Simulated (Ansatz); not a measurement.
# AlC, from a guessed structure to a relaxed one

This structure for AlC is made up. Its elements were placed in a known structure type with a cell scaled to their sizes. What cell does the guess relax to, and how far off was it?

Main program and level: Ansatz 0.2.0; DFT, PBE, plane-wave PAW, files of the set soft_1, scalar-relativistic, no spin, cell and ions relaxed at zero pressure; PAW set soft_1, in the first sound run; inputs show where later runs differ.

### Step 1. The structure

Symmetry: F-43m, No. 216, cubic system. Conventional cell: a = 4.480 Å, b = 4.480 Å, c = 4.480 Å, α = 90.00°, β = 90.00°, γ = 90.00°. Nearest to Al lie 4 C at 1.94 Å. Nearest to C lie 4 Al at 1.94 Å. Farther neighbours are not listed.

Structure file:

```cif
data_structure
_symmetry_space_group_name_H-M 'P 1'
_symmetry_Int_Tables_number 1
_cell_length_a 3.1678
_cell_length_b 3.1678
_cell_length_c 3.1678
_cell_angle_alpha 60.000
_cell_angle_beta 60.000
_cell_angle_gamma 60.000
_cell_volume 22.48
loop_
_atom_site_label
_atom_site_type_symbol
_atom_site_fract_x
_atom_site_fract_y
_atom_site_fract_z
_atom_site_occupancy
Al1 Al 0.00000 0.00000 0.00000 1
C2 C 0.75000 0.75000 0.75000 1
```

### Step 2. Relaxation of the guess

The guessed cell has no reason to be at equilibrium. It is relaxed with the atoms, within the space group of the guess.

Contents of input.yaml:

```yaml
crystal:
  lattice:
    - [0.0, 2.24, 2.24]
    - [2.24, 0.0, 2.24]
    - [2.24, 2.24, 0.0]
  atoms:
    - { symbol: Al, position: [0.0, 0.0, 0.0] }
    - { symbol: C, position: [0.75, 0.75, 0.75] }
kpoints:
  mp_grid: { grid: [10, 10, 10] }
scf:
  occupations: { method: fermi_dirac, width: 0.05 }
hamiltonian:
  xc: pbe
  pseudopotentials: { kind: paw, azcp: { folder: soft_1 } }
relax:
  f_tol: 0.015
  max_steps: 70
  cell: {}
output:
  forces: true
  stress: true
```

On the command line:

```bash
ansatz run input.yaml --threads 4 --pin off --max-ram 8192MiB --backend cpu --events-out ev --progress --plain --runs-dir out
```

Numbers of over 12 decimals in the logs are rounded to 6 here.

The log of the run:

```text
Engine: ansatz 0.2.0, aarch64-unknown-linux-gnu
Pseudopotentials: kind: paw
Pseudopotential: Al, paw, valence charge 3, recommended cutoff 420 eV (normal), soft_1/Al.paw.azcp
Pseudopotential: C, paw, valence charge 4, recommended cutoff 420 eV (normal), soft_1/C.paw.azcp
Functional definition: PBE
  parameter kappa = 0.804
  parameter beta = 0.066725
  exchange = pbe_x(kappa = kappa, mu = beta*pi^2/3)
  correlation = pbe_c(beta = beta)
Crystal: 2 atoms, lattice volume = 22.479 Å³
Basis set: ecut = 420 eV, 459 PW (Γ), exchange–correlation on 48×48×48 points (8 copies of the dense FFT grid, shifted against one another)
Bands: 8, of which v1, the nominal top of the filled ones, is band 4 counted from 1 (3 counted from 0)
Symmetry: 24 space group operations
Space group: F-43m (ITA 216), of the structure as read, at distance tolerance 2.8e-5 Å
k-points: 47 of 1000 (time reversal used)
Non-local potential: Al, projectors of the file, l = 0: 2, l = 1: 2, l = 2: 1
Non-local potential: C, projectors of the file, l = 0: 2, l = 1: 2, l = 2: 1
PAW form: soft (Blöchl's): semilocal exchange-correlation on the pseudo side does not see the compensation charge
PAW one-centre angular grid: Al, 110 points (default); XC on 64 Gauss nodes
PAW one-centre angular grid: C, 110 points (default); XC on 64 Gauss nodes
Initial density: superposition of atomic densities (chi_scale 0.1, normalization cell, long waves kept (reshape's long-wave potential 0.00 eV rms))
Initial wavefunctions: pseudopotential atomic-orbital guess
Functional: x = pbe(κ = 0.804, μ = 0.219515), c = pbe(β = 0.066725)
SCF iter   1: F=—  HF=-787.989302 eV  |F-HF|=—  |Δ(HF+E_count)|=         —  Δρ=9.88e-2  dr2=2.92e0  ethr=3.10e-3  ⟨swp⟩=4.8  Hψ=2746  notcnv=0
preconditioner: auto → none  [metal: Δε(μ)=0.080 eV  Ē_g=14.131 eV  σ=0.050 eV  W_gap=0.38  n_scr=0 (ndim 8)  ℏωp=20.7 eV  f_vac=0.000  D(μ)=1.67/eV (n_scr^D=14)]
SCF iter   2: F=—  HF=-787.072218 eV  |F-HF|=—  |Δ(HF+E_count)|=   9.17e-1  Δρ=3.05e-2  dr2=1.09e-1  ethr=3.10e-3  ⟨swp⟩=2.6  Hψ=1164  notcnv=0
SCF iter   3: F=—  HF=-787.040666 eV  |F-HF|=—  |Δ(HF+E_count)|=   3.16e-2  Δρ=1.27e-2  dr2=1.91e-2  ethr=1.56e-3  ⟨swp⟩=2.8  Hψ=705  notcnv=0
SCF iter   4: F=—  HF=-787.036841 eV  |F-HF|=—  |Δ(HF+E_count)|=   3.82e-3  Δρ=1.23e-3  dr2=1.89e-4  ethr=2.73e-4  ⟨swp⟩=2.0  Hψ=581  notcnv=0
SCF iter   5: F=—  HF=-787.036845 eV  |F-HF|=—  |Δ(HF+E_count)|=   4.04e-6  Δρ=9.89e-5  dr2=1.14e-6  ethr=2.70e-6  ⟨swp⟩=1.7  Hψ=479  notcnv=0
SCF iter   6: F=—  HF=-787.036840 eV  |F-HF|=—  |Δ(HF+E_count)|=   4.62e-6  Δρ=1.40e-5  dr2=3.02e-8  ethr=1.43e-9  ⟨swp⟩=4.1  Hψ=1046  notcnv=0
SCF iter   7: F=-787.036840 eV  HF=-787.036840 eV  |F-HF|=1.74e-10  |Δ(HF+E_count)|=   1.75e-9  Δρ=1.98e-6  dr2=7.71e-10  ethr=4.31e-10  ⟨swp⟩=1.8  Hψ=1114  notcnv=0
SCF 1 converged in 7 iterations: F = -787.036840 eV  dr2 = 7.71e-10
  greatest PAW one-centre occupation: 0.687 electrons in one spin orbital (limit 2), on the C atom at site 1 (counted from 0), in its partial waves of l = 0
relax step   1: F+E_penalty+E_count = -787.03684048 eV  Δ(F+E_penalty+E_count) = +0.000e0 eV  max|allowed force component| = 1.989e-16 eV/Å  Δτ_max = 0.0000 Å  P = +19.753 GPa  Ω = 22.479 Å³  (7 SCF iters, dr2 threshold 1.00e-7 eV, accepted)
Crystal: 2 atoms, lattice volume = 23.838 Å³
Initial density: handed on by an earlier stage of this run
Initial wavefunctions: those handed on with the density
iter 1 solved again at ethr=4.36e-4 eV; its pass at ethr=3.10e-3 eV (dr2=3.05e-2 eV) is discarded
SCF iter   1: F=—  HF=-787.163921 eV  |F-HF|=—  |Δ(HF+E_count)|=         —  Δρ=9.76e-3  dr2=3.05e-2  ethr=4.36e-4  ⟨swp⟩=1.0  Hψ=3401  notcnv=0
preconditioner: auto → none  [metal: Δε(μ)=0.098 eV  Ē_g=13.047 eV  σ=0.050 eV  W_gap=0.45  n_scr=0 (ndim 8)  ℏωp=20.1 eV  f_vac=0.000  D(μ)=1.31/eV (n_scr^D=14)]
SCF iter   2: F=—  HF=-787.154168 eV  |F-HF|=—  |Δ(HF+E_count)|=   9.75e-3  Δρ=2.18e-3  dr2=7.72e-4  ethr=4.35e-4  ⟨swp⟩=2.5  Hψ=722  notcnv=0
SCF iter   3: F=—  HF=-787.153820 eV  |F-HF|=—  |Δ(HF+E_count)|=   3.48e-4  Δρ=7.17e-4  dr2=8.96e-5  ethr=1.10e-5  ⟨swp⟩=2.5  Hψ=533  notcnv=0
SCF iter   4: F=—  HF=-787.153780 eV  |F-HF|=—  |Δ(HF+E_count)|=   4.01e-5  Δρ=8.84e-5  dr2=1.29e-6  ethr=1.28e-6  ⟨swp⟩=2.2  Hψ=533  notcnv=0
SCF iter   5: F=-787.153781 eV  HF=-787.153781 eV  |F-HF|=3.89e-9  |Δ(HF+E_count)|=   3.87e-7  Δρ=5.82e-6  dr2=5.99e-9  ethr=2.86e-9  ⟨swp⟩=4.0  Hψ=1041  notcnv=0
SCF 2 converged in 5 iterations: F = -787.153781 eV  dr2 = 5.99e-9
  greatest PAW one-centre occupation: 0.681 electrons in one spin orbital (limit 2), on the C atom at site 1 (counted from 0), in its partial waves of l = 0
relax step   2: F+E_penalty+E_count = -787.15378073 eV  Δ(F+E_penalty+E_count) = -1.169e-1 eV  max|allowed force component| = 1.550e-16 eV/Å  Δτ_max = 0.0000 Å  P = +8.568 GPa  Ω = 23.838 Å³  energy of the carried Pulay correction = -1.161e-3 eV  (5 SCF iters, dr2 threshold 2.00e-7 eV, accepted)
Crystal: 2 atoms, lattice volume = 24.996 Å³
Basis set: ecut = 420 eV, 531 PW (Γ), exchange–correlation on 48×48×48 points (8 copies of the dense FFT grid, shifted against one another)
iter 1 solved again at ethr=2.66e-4 eV; its pass at ethr=3.10e-3 eV (dr2=1.86e-2 eV) is discarded
SCF iter   1: F=—  HF=-787.192738 eV  |F-HF|=—  |Δ(HF+E_count)|=         —  Δρ=7.35e-3  dr2=1.86e-2  ethr=2.66e-4  ⟨swp⟩=1.0  Hψ=3366  notcnv=0
preconditioner: auto → none  [metal: Δε(μ)=0.090 eV  Ē_g=12.676 eV  σ=0.050 eV  W_gap=0.42  n_scr=0 (ndim 8)  ℏωp=19.7 eV  f_vac=0.000  D(μ)=1.38/eV (n_scr^D=14)]
SCF iter   2: F=—  HF=-787.186958 eV  |F-HF|=—  |Δ(HF+E_count)|=   5.78e-3  Δρ=1.81e-3  dr2=6.03e-4  ethr=2.65e-4  ⟨swp⟩=2.5  Hψ=723  notcnv=0
SCF iter   3: F=—  HF=-787.186716 eV  |F-HF|=—  |Δ(HF+E_count)|=   2.41e-4  Δρ=5.59e-4  dr2=6.12e-5  ethr=8.62e-6  ⟨swp⟩=2.5  Hψ=524  notcnv=0
SCF iter   4: F=—  HF=-787.186709 eV  |F-HF|=—  |Δ(HF+E_count)|=   7.61e-6  Δρ=6.17e-5  dr2=6.76e-7  ethr=8.74e-7  ⟨swp⟩=2.1  Hψ=532  notcnv=0
SCF iter   5: F=-787.186709 eV  HF=-787.186709 eV  |F-HF|=1.56e-9  |Δ(HF+E_count)|=   3.39e-7  Δρ=4.00e-6  dr2=3.44e-9  ethr=2.86e-9  ⟨swp⟩=4.0  Hψ=1039  notcnv=0
SCF 3 converged in 5 iterations: F = -787.186709 eV  dr2 = 3.44e-9
  greatest PAW one-centre occupation: 0.677 electrons in one spin orbital (limit 2), on the C atom at site 1 (counted from 0), in its partial waves of l = 0
relax step   3: F+E_penalty+E_count = -787.18670896 eV  Δ(F+E_penalty+E_count) = -3.293e-2 eV  max|allowed force component| = 1.735e-16 eV/Å  Δτ_max = 0.0000 Å  P = +1.078 GPa  Ω = 24.996 Å³  energy of the carried Pulay correction = -2.096e-3 eV  (5 SCF iters, dr2 threshold 2.00e-7 eV, accepted)
Crystal: 2 atoms, lattice volume = 25.172 Å³
iter 1 solved again at ethr=5.35e-6 eV; its pass at ethr=3.10e-3 eV (dr2=3.75e-4 eV) is discarded
SCF iter   1: F=—  HF=-787.187305 eV  |F-HF|=—  |Δ(HF+E_count)|=         —  Δρ=1.04e-3  dr2=3.77e-4  ethr=5.35e-6  ⟨swp⟩=1.0  Hψ=3012  notcnv=0
preconditioner: auto → none  [metal: Δε(μ)=0.086 eV  Ē_g=12.650 eV  σ=0.050 eV  W_gap=0.40  n_scr=0 (ndim 8)  ℏωp=19.6 eV  f_vac=0.000  D(μ)=1.41/eV (n_scr^D=14)]
SCF iter   2: F=—  HF=-787.187188 eV  |F-HF|=—  |Δ(HF+E_count)|=   1.17e-4  Δρ=2.62e-4  dr2=1.30e-5  ethr=5.35e-6  ⟨swp⟩=2.3  Hψ=514  notcnv=0
SCF iter   3: F=—  HF=-787.187202 eV  |F-HF|=—  |Δ(HF+E_count)|=   1.43e-5  Δρ=8.00e-5  dr2=1.30e-6  ethr=1.86e-7  ⟨swp⟩=2.4  Hψ=516  notcnv=0
SCF iter   4: F=-787.187202 eV  HF=-787.187202 eV  |F-HF|=5.96e-9  |Δ(HF+E_count)|=   5.20e-7  Δρ=9.40e-6  dr2=1.52e-8  ethr=2.86e-9  ⟨swp⟩=4.0  Hψ=1039  notcnv=0
SCF 4 converged in 4 iterations: F = -787.187202 eV  dr2 = 1.52e-8
  greatest PAW one-centre occupation: 0.676 electrons in one spin orbital (limit 2), on the C atom at site 1 (counted from 0), in its partial waves of l = 0
relax step   4: F+E_penalty+E_count = -787.18720168 eV  Δ(F+E_penalty+E_count) = -4.927e-4 eV  max|allowed force component| = 1.388e-16 eV/Å  Δτ_max = 0.0000 Å  P = +0.076 GPa  Ω = 25.172 Å³  energy of the carried Pulay correction = -2.235e-3 eV  (4 SCF iters, dr2 threshold 2.00e-7 eV, accepted)
Crystal: 2 atoms, lattice volume = 25.185 Å³
iter 1 solved again at ethr=3.27e-8 eV; its pass at ethr=3.10e-3 eV (dr2=2.29e-6 eV) is discarded
SCF iter   1: F=—  HF=-787.187175 eV  |F-HF|=—  |Δ(HF+E_count)|=         —  Δρ=7.96e-5  dr2=2.30e-6  ethr=3.27e-8  ⟨swp⟩=1.0  Hψ=3012  notcnv=0
preconditioner: auto → none  [metal: Δε(μ)=0.085 eV  Ē_g=12.650 eV  σ=0.050 eV  W_gap=0.40  n_scr=0 (ndim 8)  ℏωp=19.6 eV  f_vac=0.000  D(μ)=1.42/eV (n_scr^D=14)]
SCF iter   2: F=—  HF=-787.187194 eV  |F-HF|=—  |Δ(HF+E_count)|=   1.92e-5  Δρ=2.32e-5  dr2=9.19e-8  ethr=3.27e-8  ⟨swp⟩=2.4  Hψ=519  notcnv=0
SCF iter   3: F=-787.187194 eV  HF=-787.187194 eV  |F-HF|=1.98e-9  |Δ(HF+E_count)|=   2.79e-8  Δρ=8.26e-6  dr2=1.38e-8  ethr=2.08e-10  ⟨swp⟩=4.0  Hψ=1034  notcnv=0
SCF 5 converged in 3 iterations: F = -787.187194 eV  dr2 = 1.38e-8
relax step   5: F+E_penalty+E_count = -787.18719434 eV  Δ(F+E_penalty+E_count) = +7.336e-6 eV  max|allowed force component| = 1.342e-16 eV/Å  Δτ_max = 0.0000 Å  P = +0.001 GPa  Ω = 25.185 Å³  energy of the carried Pulay correction = -2.245e-3 eV  (3 SCF iters, dr2 threshold 1.45e-8 eV, accepted)
Initial wavefunctions: pseudopotential atomic-orbital guess (no wavefunctions were taken with the density)
iter 1 solved again at ethr=8.98e-8 eV; its pass at ethr=3.10e-3 eV (dr2=6.28e-6 eV) is discarded
SCF iter   1: F=—  HF=-787.191416 eV  |F-HF|=—  |Δ(HF+E_count)|=         —  Δρ=3.15e-4  dr2=3.48e-6  ethr=8.98e-8  ⟨swp⟩=2.9  Hψ=3874  notcnv=0
SCF iter   2: F=—  HF=-787.191450 eV  |F-HF|=—  |Δ(HF+E_count)|=   3.37e-5  Δρ=1.57e-4  dr2=8.02e-7  ethr=4.97e-8  ⟨swp⟩=2.4  Hψ=517  notcnv=0
SCF iter   3: F=—  HF=-787.191455 eV  |F-HF|=—  |Δ(HF+E_count)|=   5.25e-6  Δρ=4.36e-5  dr2=1.33e-7  ethr=1.15e-8  ⟨swp⟩=2.0  Hψ=532  notcnv=0
SCF iter   4: F=—  HF=-787.191456 eV  |F-HF|=—  |Δ(HF+E_count)|=   3.53e-7  Δρ=3.52e-6  dr2=8.17e-10  ethr=1.90e-9  ⟨swp⟩=2.0  Hψ=532  notcnv=0
SCF iter   5: F=-787.191456 eV  HF=-787.191456 eV  |F-HF|=2.61e-12  |Δ(HF+E_count)|=   1.89e-9  Δρ=2.02e-7  dr2=4.20e-12  ethr=1.00e-12  ⟨swp⟩=3.1  Hψ=1430  notcnv=0
SCF 6 converged in 5 iterations: F = -787.191456 eV  dr2 = 4.20e-12
relax step   6: F+E_penalty+E_count = -787.19145563 eV  Δ(F+E_penalty+E_count) = -4.261e-3 eV  max|allowed force component| = 1.642e-16 eV/Å  Δτ_max = 0.0000 Å  P = +0.271 GPa  Ω = 25.185 Å³  stress off target by 2.71e-1 GPa  SCF on the basis re-selected at this cell (its energy is not comparable with the rows above)  (5 SCF iters)
basis re-selected at this cell: Δ(F+E_penalty+E_count) = -4.261e-3 eV, ΔP = +0.270 GPa vs the last step (what re-selecting the basis moved, of the pressure what is left beyond the Pulay correction that the steps carried, after the strain that the cell walked since its last selection, with what the two solves' SCF thresholds leave and, on support functions, any second-order correction that the steps lacked; it is no m [...]
Crystal: 2 atoms, lattice volume = 25.234 Å³
iter 1 solved again at ethr=4.02e-7 eV; its pass at ethr=3.10e-3 eV (dr2=2.81e-5 eV) is discarded
SCF iter   1: F=—  HF=-787.191447 eV  |F-HF|=—  |Δ(HF+E_count)|=         —  Δρ=2.84e-4  dr2=2.82e-5  ethr=4.02e-7  ⟨swp⟩=1.0  Hψ=3021  notcnv=0
preconditioner: auto → none  [metal: Δε(μ)=0.085 eV  Ē_g=12.633 eV  σ=0.050 eV  W_gap=0.40  n_scr=0 (ndim 8)  ℏωp=19.6 eV  f_vac=0.000  D(μ)=1.42/eV (n_scr^D=14)]
SCF iter   2: F=—  HF=-787.191458 eV  |F-HF|=—  |Δ(HF+E_count)|=   1.03e-5  Δρ=7.15e-5  dr2=9.73e-7  ethr=4.02e-7  ⟨swp⟩=2.4  Hψ=515  notcnv=0
SCF iter   3: F=-787.191457 eV  HF=-787.191457 eV  |F-HF|=4.96e-8  |Δ(HF+E_count)|=   3.85e-7  Δρ=2.18e-5  dr2=9.60e-8  ethr=2.63e-9  ⟨swp⟩=4.0  Hψ=1029  notcnv=0
SCF 7 converged in 3 iterations: F = -787.191457 eV  dr2 = 9.60e-8
relax step   7: F+E_penalty+E_count = -787.19145720 eV  Δ(F+E_penalty+E_count) = -1.561e-6 eV  max|allowed force component| = 1.133e-16 eV/Å  Δτ_max = 0.0000 Å  P = +0.007 GPa  Ω = 25.234 Å³  energy of the carried Pulay correction = -4.044e-5 eV  (3 SCF iters, dr2 threshold 1.84e-7 eV, accepted)
iter 1 solved again at ethr=4.72e-8 eV; its pass at ethr=3.10e-3 eV (dr2=3.30e-6 eV) is discarded
SCF iter   1: F=—  HF=-787.191472 eV  |F-HF|=—  |Δ(HF+E_count)|=         —  Δρ=2.33e-5  dr2=1.04e-7  ethr=4.72e-8  ⟨swp⟩=2.8  Hψ=3899  notcnv=0
preconditioner: auto → none  [metal: Δε(μ)=0.085 eV  Ē_g=12.635 eV  σ=0.050 eV  W_gap=0.40  n_scr=0 (ndim 8)  ℏωp=19.6 eV  f_vac=0.000  D(μ)=1.42/eV (n_scr^D=14)]
SCF iter   2: F=—  HF=-787.191491 eV  |F-HF|=—  |Δ(HF+E_count)|=   1.94e-5  Δρ=1.10e-5  dr2=2.14e-8  ethr=1.48e-9  ⟨swp⟩=2.1  Hψ=534  notcnv=0
SCF iter   3: F=—  HF=-787.191491 eV  |F-HF|=—  |Δ(HF+E_count)|=   5.53e-9  Δρ=9.37e-7  dr2=1.88e-10  ethr=3.06e-10  ⟨swp⟩=2.7  Hψ=545  notcnv=0
SCF iter   4: F=—  HF=-787.191491 eV  |F-HF|=—  |Δ(HF+E_count)|=  1.30e-10  Δρ=3.82e-7  dr2=2.55e-11  ethr=1.00e-12  ⟨swp⟩=5.0  Hψ=1219  notcnv=0
SCF iter   5: F=-787.191491 eV  HF=-787.191491 eV  |F-HF|=1.14e-12  |Δ(HF+E_count)|=  4.32e-12  Δρ=1.22e-7  dr2=2.44e-12  ethr=1.00e-12  ⟨swp⟩=4.9  Hψ=1147  notcnv=0
SCF 8 converged in 5 iterations: F = -787.191491 eV  dr2 = 2.44e-12
relax step   8: F+E_penalty+E_count = -787.19149093 eV  Δ(F+E_penalty+E_count) = -3.374e-5 eV  max|allowed force component| = 1.365e-16 eV/Å  Δτ_max = 0.0000 Å  P = +0.006 GPa  Ω = 25.234 Å³  stress off target by 6.22e-3 GPa  SCF on the basis re-selected at this cell (its energy is not comparable with the rows above)  (5 SCF iters)
basis re-selected at this cell: Δ(F+E_penalty+E_count) = -3.374e-5 eV, ΔP = -0.001 GPa vs the last step (what re-selecting the basis moved, of the pressure what is left beyond the Pulay correction that the steps carried, after the strain that the cell walked since its last selection, with what the two solves' SCF thresholds leave and, on support functions, any second-order correction that the steps lacked; it is no m [...]
SCF converged after 5 iterations
Free energy (F): -787.191491 eV
Harris-Foulkes:  -787.191491 eV  (|F-HF|=1.14e-12)
Internal energy: -787.179638 eV  (E = F + TS)
E sigma→0 (E₀):  -787.185565 eV
Entropy (-TS):   -0.011853 eV (-5.926 meV/atom)
Fermi energy:    5.640767 eV
--- Per-component energies (eV) ---
  E_band       = 9.250745
  E_kinetic    = 107.074566
  E_local      = -101.619668  (includes V_loc(G=0)·N_el)
  E_nonlocal   = 34.362325
  E_hartree    = 33.238717
  E_xc         = -84.084203
  E_vxc        = -86.241367  (∫ρ·V_xc dr)
  E_paw        = -569.145182  (= ΣΔE_a)
  E_vpaw       = -10.802572  (= ΣTr[D̂ρ^β])
  E_aug_tail   = 0.000014  (compensation charges beyond the density's cutoff)
  E_ewald      = -207.006207
  E_smearing   = -0.011853  (= −TS)
  E_closure    = 0.000000  (closes the sum)
  Σ components = -787.191491   (vs F -787.191491, Δ=0.00e0)
--- Forces (eV/Å), atoms counted from 1 ---
  atom   1  Al    -0.00000000     0.00000000     0.00000000
  atom   2  C      0.00000000    -0.00000000    -0.00000000
  max |Σ_I F_I| component: 9.71e-17 eV/Å
--- Stress (GPa, compression-positive) ---
        0.006225       0.000000      -0.000000
        0.000000       0.006225       0.000000
        0.000000       0.000000       0.006225
  P = ⅓ Tr σ = 0.0062 GPa (0.062 kbar)
--- Relaxed structure (6 steps of the walk, 6 accepted, 2 SCFs on fresh bases) ---
  F+E_penalty+E_count = -787.19149093 eV   max|allowed force component| = 1.365e-16 eV/Å   (the final SCF, on the basis selected at the relaxed cell)
  cell:  # Å, volume = 25.2340 Å³
    - [0, 2.328012, 2.328012]
    - [2.328012, 0, 2.328012]
    - [2.328012, 2.328012, 0]
  atoms:
    - { symbol: Al, position: [0, 0, 0] }
    - { symbol: C, position: [0.750000, 0.750000, 0.750000] }
```

Elapsed: 2.5 s, on 4 threads of Arm Neoverse V1, shared host; peak memory 0.28 GiB; 8 s of CPU time.

Step by step:

```tsv
step	energy less that of the first step (eV)	largest force component (eV/Å)	pressure (GPa)	volume (Å³)
1	0.0000	0.0000	19.75	22.48
2	-0.1169	0.0000	8.57	23.84
3	-0.1499	0.0000	1.08	25.00
4	-0.1504	0.0000	0.08	25.17
5	-0.1504	0.0000	0.00	25.19
6*	-0.1546	0.0000	0.27	25.19
7	-0.1546	0.0000	0.01	25.23
8*	-0.1547	0.0000	0.01	25.23
```

Relaxation steps marked * repeat the geometry before them on a plane-wave basis chosen anew for their cell, so energy and pressure can jump there.

Forces are held to the 24 operations that the run works with; a distortion that breaks them can't arise in this run.

```tsv
conventional cell, symmetrised	before	after	change
a (Å)	4.480	4.656	+3.9 %
b (Å)	4.480	4.656	+3.9 %
c (Å)	4.480	4.656	+3.9 %
volume (Å³/atom)	11.24	12.62	+12.3 %
```

The relaxed structure:

```xyz
2
Lattice="0.0000 2.3280 2.3280 2.3280 0.0000 2.3280 2.3280 2.3280 0.0000" Properties=species:S:1:pos:R:3 pbc="T T T"
Al    0.0000    0.0000    0.0000
C     3.4920    3.4920    3.4920
```

This step gave:

- free energy: -787.1915 eV
- energy at zero smearing: -787.1856 eV
- smearing term TS: 0.01185 eV
- Fermi energy: 5.641 eV
- electrons: 7
- symmetry operations: 24
- pressure: 0.006225 GPa

Shortest distances by pair of elements, guess and relaxed (not always the same contact):

```tsv
pair	guess (Å)	relaxed (Å)
Al–C	1.940	2.016
Al–Al	3.168	3.292
C–C	3.168	3.292
```

The relaxation ends with a pressure of 0.01 GPa.

(Continued in part 2 of 2.)

[Logs are printed without paths, hosts, clocks, repeated set-up lines and the standing remarks that a program may print on its own settings, such as how far it seeks lower states.]

[Hosts, paths, dates, database ids (printed as entryN), source tags and the programs' standing remarks are cut or masked in the printed files.]
